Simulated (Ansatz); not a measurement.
In doubt: masses and optical values from hybrid runs of this build are listed as unsure (in some of the runs), which bears on the screening that GW takes from such a start.

WSe2 (P6_3/mmc), computed twice by G0W0.

The database entry behind the starting cell differs from later determinations by our own check (a about 0.2 % long), so it need not match the best structure at ambient conditions.

The structure is hexagonal, space group P6_3/mmc (No. 194). The conventional cell has a = 3.290 Å, b = 3.290 Å, c = 12.970 Å, α = 90.00°, β = 90.00°, γ = 120.00°. Nearest to W lie 6 Se at 2.53 Å. Se has 3 W at 2.53 Å nearest. Farther neighbours and most contacts between anions are not listed.

```
W Se
1.0
     3.29000    0.00000    0.00000
    -1.64500    2.84922    0.00000
     0.00000    0.00000   12.97000
W Se
2 4
Direct
  0.33333 0.66667 0.25000
  0.66667 0.33333 0.75000
  0.33333 0.66667 0.62100
  0.66667 0.33333 0.12100
  0.33333 0.66667 0.87900
  0.66667 0.33333 0.37900
```

The cell and positions come from the Crystallography Open Database and are kept as given unless a step says otherwise. Spin-orbit coupling is left out unless a run names it.

The first (Ansatz 0.2.0; start PBE, 6×6×2 mesh, 723 empty bands, screening to 190 eV, hard PAW files; 1 × NVIDIA H100 80GB HBM3 (shared by 3 runs) with 4 threads of AMD EPYC 7R13 (Zen 3), shared host) gave, on its mesh: starting gap 0.98 eV, G0W0 gap 1.29 eV, RPA ε∞ (mean) 12.54, 86 s.

The second changes start from PBE to PBE0. What does it give?

It gave: starting gap 2.10 eV, G0W0 gap 1.60 eV, RPA ε∞ (mean) 8.73, 2.7 min. The G0W0 gap moves by +0.31 eV, +1.12 eV from the start and −0.81 eV from the correction. Σc changes by −0.02 eV at the valence top and +0.09 eV at the conduction bottom, and Σx − Vxc between them by −0.92 eV.

Limits: not at the basis limit; no spin-orbit coupling; coarse k mesh.

[Paths, hosts, dates, memory and timing lines, banners, echoed tables and standing remarks are left out of the program output.]

[Logs are printed without paths, hosts, clocks, repeated set-up lines and the standing remarks that a program may print on its own settings, such as how far it seeks lower states.]

[Runs of the session that timed out or met a known fault of the program may be left out.]

[Cells called generated may have been cut or substituted from an entry of the Crystallography Open Database or the Materials Project.]

[Hosts, paths, dates, database ids (printed as entryN), source tags and the programs' standing remarks are cut or masked in the printed files.]
